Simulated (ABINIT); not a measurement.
## A GW chain in ABINIT: MgS (Niningerite)

Wanted: ground state, empty states, screening and self-energy for MgS (Niningerite).

Main program and level: ABINIT 10.8.3; LDA and many-body steps on it, plane waves.

Most raw output is cut from this account.

**1. Set-up**

It takes space group Fm-3m (No. 225, cubic). The conventional cell has a = 5.203 Å, b = 5.203 Å, c = 5.203 Å, α = 90.00°, β = 90.00°, γ = 90.00°. Nearest to Mg lie 6 S at 2.60 Å. S has 6 Mg at 2.60 Å nearest. Farther neighbours and most contacts between anions are not listed.

The cell and positions come from the Crystallography Open Database and are kept as given unless a step says otherwise.

**2. Ground state**

This step: ABINIT 10.8.3; DFT, LDA, plane waves, norm-conserving pseudopotentials.

The ground-state density comes first.

Input file run.abi:

```
acell 3*1.0 Angstrom
rprim 
  0.000000000000 2.601650000000 2.601650000000
  2.601650000000 0.000000000000 2.601650000000
  2.601650000000 2.601650000000 0.000000000000
ntypat 2
znucl 12 16
natom 2
typat 1 2
xred 
  0.000000000000 0.000000000000 0.000000000000
  0.500000000000 0.500000000000 0.500000000000
pp_dirpath "pseudos"
pseudos "Mg.upf, S.upf"
ecut 38
ngkpt 6 6 6
nshiftk 1
shiftk 0 0 0
kptopt 1
chksymbreak 0
nband 13
occopt 1
tolvrs 1e-10
nstep 60
prtwf 0
optforces 0
optstress 0
indata_prefix "in"
outdata_prefix "out"
tmpdata_prefix "tmp"
```

On the command line:

```
$ OMP_NUM_THREADS=1 mpirun -n 4 abinit run.abi > log
```

It took 5.5 s on 4 MPI ranks of Arm Neoverse V2, shared host; peak memory 0.3 GiB; 21 s of CPU time.

This step gave:

```yaml
total_energy: -1917.0051 eV
gap: 2.559 eV
k_of_the_valence_top: 0, 0, 0
k_of_the_conduction_bottom: 0.5, 0.5, 0
least_direct_gap: 3.476 eV
```

The gap is indirect, with the least direct gap 0.92 eV higher.

**3. Bands along the symmetry lines**

Levels along a band path, at the cheap level, show where the edges lie and whether the meshes to come will hold them.

Input file run.abi:

```
acell 3*1.0 Angstrom
rprim 
  0.000000000000 2.601650000000 2.601650000000
  2.601650000000 0.000000000000 2.601650000000
  2.601650000000 2.601650000000 0.000000000000
ntypat 2
znucl 12 16
natom 2
typat 1 2
xred 
  0.000000000000 0.000000000000 0.000000000000
  0.500000000000 0.500000000000 0.500000000000
pp_dirpath "pseudos"
pseudos "Mg.upf, S.upf"
ecut 38
iscf -2
irdden 1
kptopt 0
nkpt 50
kpt 
  0.00000000 0.00000000 0.00000000
  0.06250000 0.00000000 0.06250000
  0.12500000 0.00000000 0.12500000
  0.18750000 0.00000000 0.18750000
  0.25000000 0.00000000 0.25000000
  0.31250000 0.00000000 0.31250000
  0.37500000 0.00000000 0.37500000
  0.43750000 0.00000000 0.43750000
  0.50000000 0.00000000 0.50000000
  0.51562500 0.03125000 0.51562500
  0.53125000 0.06250000 0.53125000
  0.54687500 0.09375000 0.54687500
  0.56250000 0.12500000 0.56250000
  0.57812500 0.15625000 0.57812500
  0.59375000 0.18750000 0.59375000
  0.60937500 0.21875000 0.60937500
  0.62500000 0.25000000 0.62500000
  0.37500000 0.37500000 0.75000000
  0.32812500 0.32812500 0.65625000
  0.28125000 0.28125000 0.56250000
  0.23437500 0.23437500 0.46875000
  0.18750000 0.18750000 0.37500000
  0.14062500 0.14062500 0.28125000
  0.09375000 0.09375000 0.18750000
  0.04687500 0.04687500 0.09375000
  0.00000000 0.00000000 0.00000000
  0.06250000 0.06250000 0.06250000
  0.12500000 0.12500000 0.12500000
  0.18750000 0.18750000 0.18750000
  0.25000000 0.25000000 0.25000000
  0.31250000 0.31250000 0.31250000
  0.37500000 0.37500000 0.37500000
  0.43750000 0.43750000 0.43750000
  0.50000000 0.50000000 0.50000000
  0.50000000 0.46875000 0.53125000
  0.50000000 0.43750000 0.56250000
  0.50000000 0.40625000 0.59375000
  0.50000000 0.37500000 0.62500000
  0.50000000 0.34375000 0.65625000
  0.50000000 0.31250000 0.68750000
  0.50000000 0.28125000 0.71875000
  0.50000000 0.25000000 0.75000000
  0.50000000 0.21875000 0.71875000
  0.50000000 0.18750000 0.68750000
  0.50000000 0.15625000 0.65625000
  0.50000000 0.12500000 0.62500000
  0.50000000 0.09375000 0.59375000
  0.50000000 0.06250000 0.56250000
  0.50000000 0.03125000 0.53125000
  0.50000000 0.00000000 0.50000000
istwfk *1
nband 15
nbdbuf 2
tolwfr 1e-08
nstep 40
prtwf 0
prtvol 0
indata_prefix "in"
outdata_prefix "out"
tmpdata_prefix "tmp"
```

Elapsed: 7.8 s, on 4 MPI ranks; peak memory 0.29 GiB; 31 s of CPU time.

This step gave:

```
gap                        : 2.559 eV
k of the valence top       : 0, 0, 0
k of the conduction bottom : 0.5, 0, 0.5
least direct gap           : 3.476 eV
```

The gap is 2.559 eV, as in the run before at this level.

Electronic bands along the path, in eV, zero at the top of the highest filled band; v1 is the highest filled band, c1 the lowest empty one:

```
    point      v4     v3     v2     v1    c1    c2     c3     c4
        Γ  -12.65   0.00   0.00   0.00  3.48  7.83   7.83   7.83
  halfway  -11.90  -2.59  -0.98  -0.98  4.80  5.50   8.02  10.02
        X  -10.94  -4.24  -1.70  -1.70  2.56  4.27  11.79  12.65
  halfway  -10.93  -4.11  -2.28  -1.62  3.01  4.91  11.02  11.15
        U  -10.94  -3.74  -3.24  -1.37  3.71  6.57   9.51   9.92
jump to K  -10.94  -3.74  -3.24  -1.37  3.71  6.57   9.51   9.92
  halfway  -11.83  -3.09  -1.51  -0.30  6.00  7.10   7.18   7.72
        Γ  -12.65   0.00   0.00   0.00  3.48  7.83   7.83   7.83
  halfway  -12.08  -2.86  -0.32  -0.32  4.77  7.66   7.66   8.13
        L  -11.31  -4.90  -0.59  -0.59  4.37  6.73   6.73   9.85
  halfway  -11.12  -4.37  -2.16  -1.16  5.39  5.94   8.24   9.26
        W  -10.90  -3.27  -3.27  -2.41  5.08  7.83   7.83   7.85
  halfway  -10.92  -3.99  -2.28  -2.10  3.60  5.37   9.89  10.47
        X  -10.94  -4.24  -1.70  -1.70  2.56  4.27  11.79  12.65
```

**4. Empty states on the mesh, 4×4×4 mesh, 38 bands**

The sums over transitions need many empty states on a uniform mesh; this step solves for them.

Input file run.abi:

```
acell 3*1.0 Angstrom
rprim 
  0.000000000000 2.601650000000 2.601650000000
  2.601650000000 0.000000000000 2.601650000000
  2.601650000000 2.601650000000 0.000000000000
ntypat 2
znucl 12 16
natom 2
typat 1 2
xred 
  0.000000000000 0.000000000000 0.000000000000
  0.500000000000 0.500000000000 0.500000000000
pp_dirpath "pseudos"
pseudos "Mg.upf, S.upf"
ecut 38
ngkpt 4 4 4
nshiftk 1
shiftk 0 0 0
kptopt 1
chksymbreak 0
iscf -2
irdden 1
istwfk *1
nband 38
nbdbuf 4
tolwfr 1e-09
nstep 60
prtvol 0
indata_prefix "in"
outdata_prefix "out"
tmpdata_prefix "tmp"
```

Elapsed: 4.7 s, on 4 MPI ranks; peak memory 0.27 GiB; 18 s of CPU time.

Numbers from this step:

```
gap                                                           : 2.559 eV
k of the valence top                                          : 0, 0, 0
k of the conduction bottom                                    : 0.5, 0.5, 0
least direct gap                                              : 3.476 eV
k points computed                                             : 8
lowest point of the top converged band, above the valence top : 38.23 eV
```

On this mesh the gap is 2.559 eV.

**5. Screening, 4×4×4 mesh, 34 bands, screening to 108.8 eV**

The RPA dielectric matrix is built and inverted for each q.

This step: RPA screening on LDA, plane waves, norm-conserving pseudopotentials.

Changes to run.abi since step 4:

```diff
@@ -20,10 +20,11 @@
 chksymbreak 0
-iscf -2
-irdden 1
 istwfk *1
-nband 38
-nbdbuf 4
-tolwfr 1e-09
-nstep 60
-prtvol 0
+occopt 1
+irdwfk 1
+optdriver 3
+nband 34
+ecuteps 4
+inclvkb 2
+awtr 1
+symchi 1
 indata_prefix "in"
```

It took 4 s on 4 MPI ranks; peak memory 0.45 GiB; 16 s of CPU time.

Numbers from this step:

| Item | Value |
| --- | --- |
| ε∞ with local fields, on this mesh, along the program's q direction | 6.543 |
| the same without local fields | 7.541 |
| plasma frequency | 25.03 eV |
| plane waves in the screening matrix | 89 |

Local fields lower ε∞ by 13 %. On a Γ-centred mesh this coarse the value itself is usually too large, while a short band sum pulls it down.

**6. Self-energy, 4×4×4 mesh, 34 bands, screening to 108.8 eV**

The self-energy is evaluated for the states that the input lists, and the levels follow from it, in one-shot runs by the linearised quasiparticle equation.

This step: G0W0 on LDA, plane waves, norm-conserving pseudopotentials.

Changes to run.abi since step 5:

```diff
@@ -23,8 +23,17 @@
 irdwfk 1
-optdriver 3
+optdriver 4
 nband 34
+gwcalctyp 0
+ecutsigx 38
+symsigma 1
+nkptgw 2
+kptgw 
+  0.0000000000 0.0000000000 0.0000000000
+  0.5000000000 0.5000000000 0.0000000000
+bdgw 
+  6 12
+  7 10
 ecuteps 4
-inclvkb 2
-awtr 1
-symchi 1
+irdscr 1
+ppmodel 1
 indata_prefix "in"
```

The job ended after 2.5 s (4 MPI ranks; peak memory 0.15 GiB).

Numbers from this step:

```
G0W0 gap on the points computed              : 4.269 eV
starting gap on the mesh                     : 2.559 eV
k of the valence top                         : 0, 0, 0
k of the conduction bottom                   : 0.5, 0.5, 0
Z at the valence top                         : 0.785
Z at the conduction bottom                   : 0.819
least direct G0W0 gap on the computed points : 5.098 eV
```

The gap on the mesh goes from 2.56 eV to 4.27 eV, a correction of +1.71 eV.

Limits: finite bands, cutoff and mesh; coarse k mesh. v1 is the top filled band, c1 the lowest empty one. The levels before and after the correction (eV, zero at the valence-band top of each column):

```
           conduction bottom  valence top
Kohn-Sham               2.56         0.00
     G0W0               4.27         0.00
```

```
                       level  energy (eV)
Kohn-Sham            Γ v3-v1        0.000
Kohn-Sham               Γ c1        3.476
Kohn-Sham            Γ c2-c4        7.833
Kohn-Sham  (0.5 0.5 0) v2-v1       -1.702
Kohn-Sham     (0.5 0.5 0) c1        2.559
Kohn-Sham     (0.5 0.5 0) c2        4.268
     G0W0            Γ v3-v1        0.000
     G0W0               Γ c1        5.098
     G0W0            Γ c2-c4        9.579
     G0W0  (0.5 0.5 0) v2-v1       -1.806
     G0W0     (0.5 0.5 0) c1        4.269
     G0W0     (0.5 0.5 0) c2        5.756
```

**7. Where the time went**

Times are wall times on 4 MPI ranks of Arm Neoverse V2, shared host, good to a factor of about two.

```
                          step   time  share  memory (GiB)
                  ground state  5.5 s   22 %           0.3
bands along the symmetry lines  7.8 s   32 %          0.29
      empty states on the mesh  4.7 s   19 %          0.27
                     screening    4 s   16 %          0.45
                   self-energy  2.5 s   10 %          0.15
```

**8. Summary of results**

| Item | Value |
| --- | --- |
| LDA gap | 2.56 eV, indirect |
| G0W0 gap on the mesh | 4.27 eV |
| GW settings | 4×4×4 mesh, 34 bands, screening to 108.8 eV, Godby-Needs plasmon pole |
| known limits | not at the basis limit; coarse k mesh |

G0W0 moves the gap on the mesh from 2.56 eV to 4.27 eV (+1.71 eV), with Z of 0.79 and 0.82 at the edges. Local fields lower the RPA ε∞ on this mesh from 7.54 to 6.54; a Γ-centred mesh this coarse tends to raise both, most where the direct gap is narrow, while a short band sum lowers them. Only 2 of the mesh's irreducible points were corrected, so a valley elsewhere could overtake. Bands and cutoff are finite, so the gap is not at the basis limit. The miss can reach some tenths of an eV and take either sign; the mesh is an error of its own. In the G0W0 run levels were corrected at 2 k points alone, so a gap called «on the mesh» is the least over those, and an edge elsewhere would be missed. The 4×4×4 mesh is coarse for this cell, which bears on the long-range parts of exchange and screening.

[Paths, hosts, dates, memory and timing lines, banners, echoed tables and standing remarks are left out of the program output.]

[Logs are printed without paths, hosts, clocks, repeated set-up lines and the standing remarks that a program may print on its own settings, such as how far it seeks lower states.]

[Runs of the session that timed out or met a known fault of the program may be left out.]

[Hosts, paths, dates, database ids (printed as entryN), source tags and the programs' standing remarks are cut or masked in the printed files.]

[G0W0 gaps are taken among the corrected bands and points alone; a level outside them can change the order at an edge.]

[Where Ansatz stands beside ABINIT at settings called matched, ABINIT's density can come from a denser mesh and the files from another edition; pairs whose starting gaps differed by over 0.03 eV were left out, so agreement reads better than it is.]
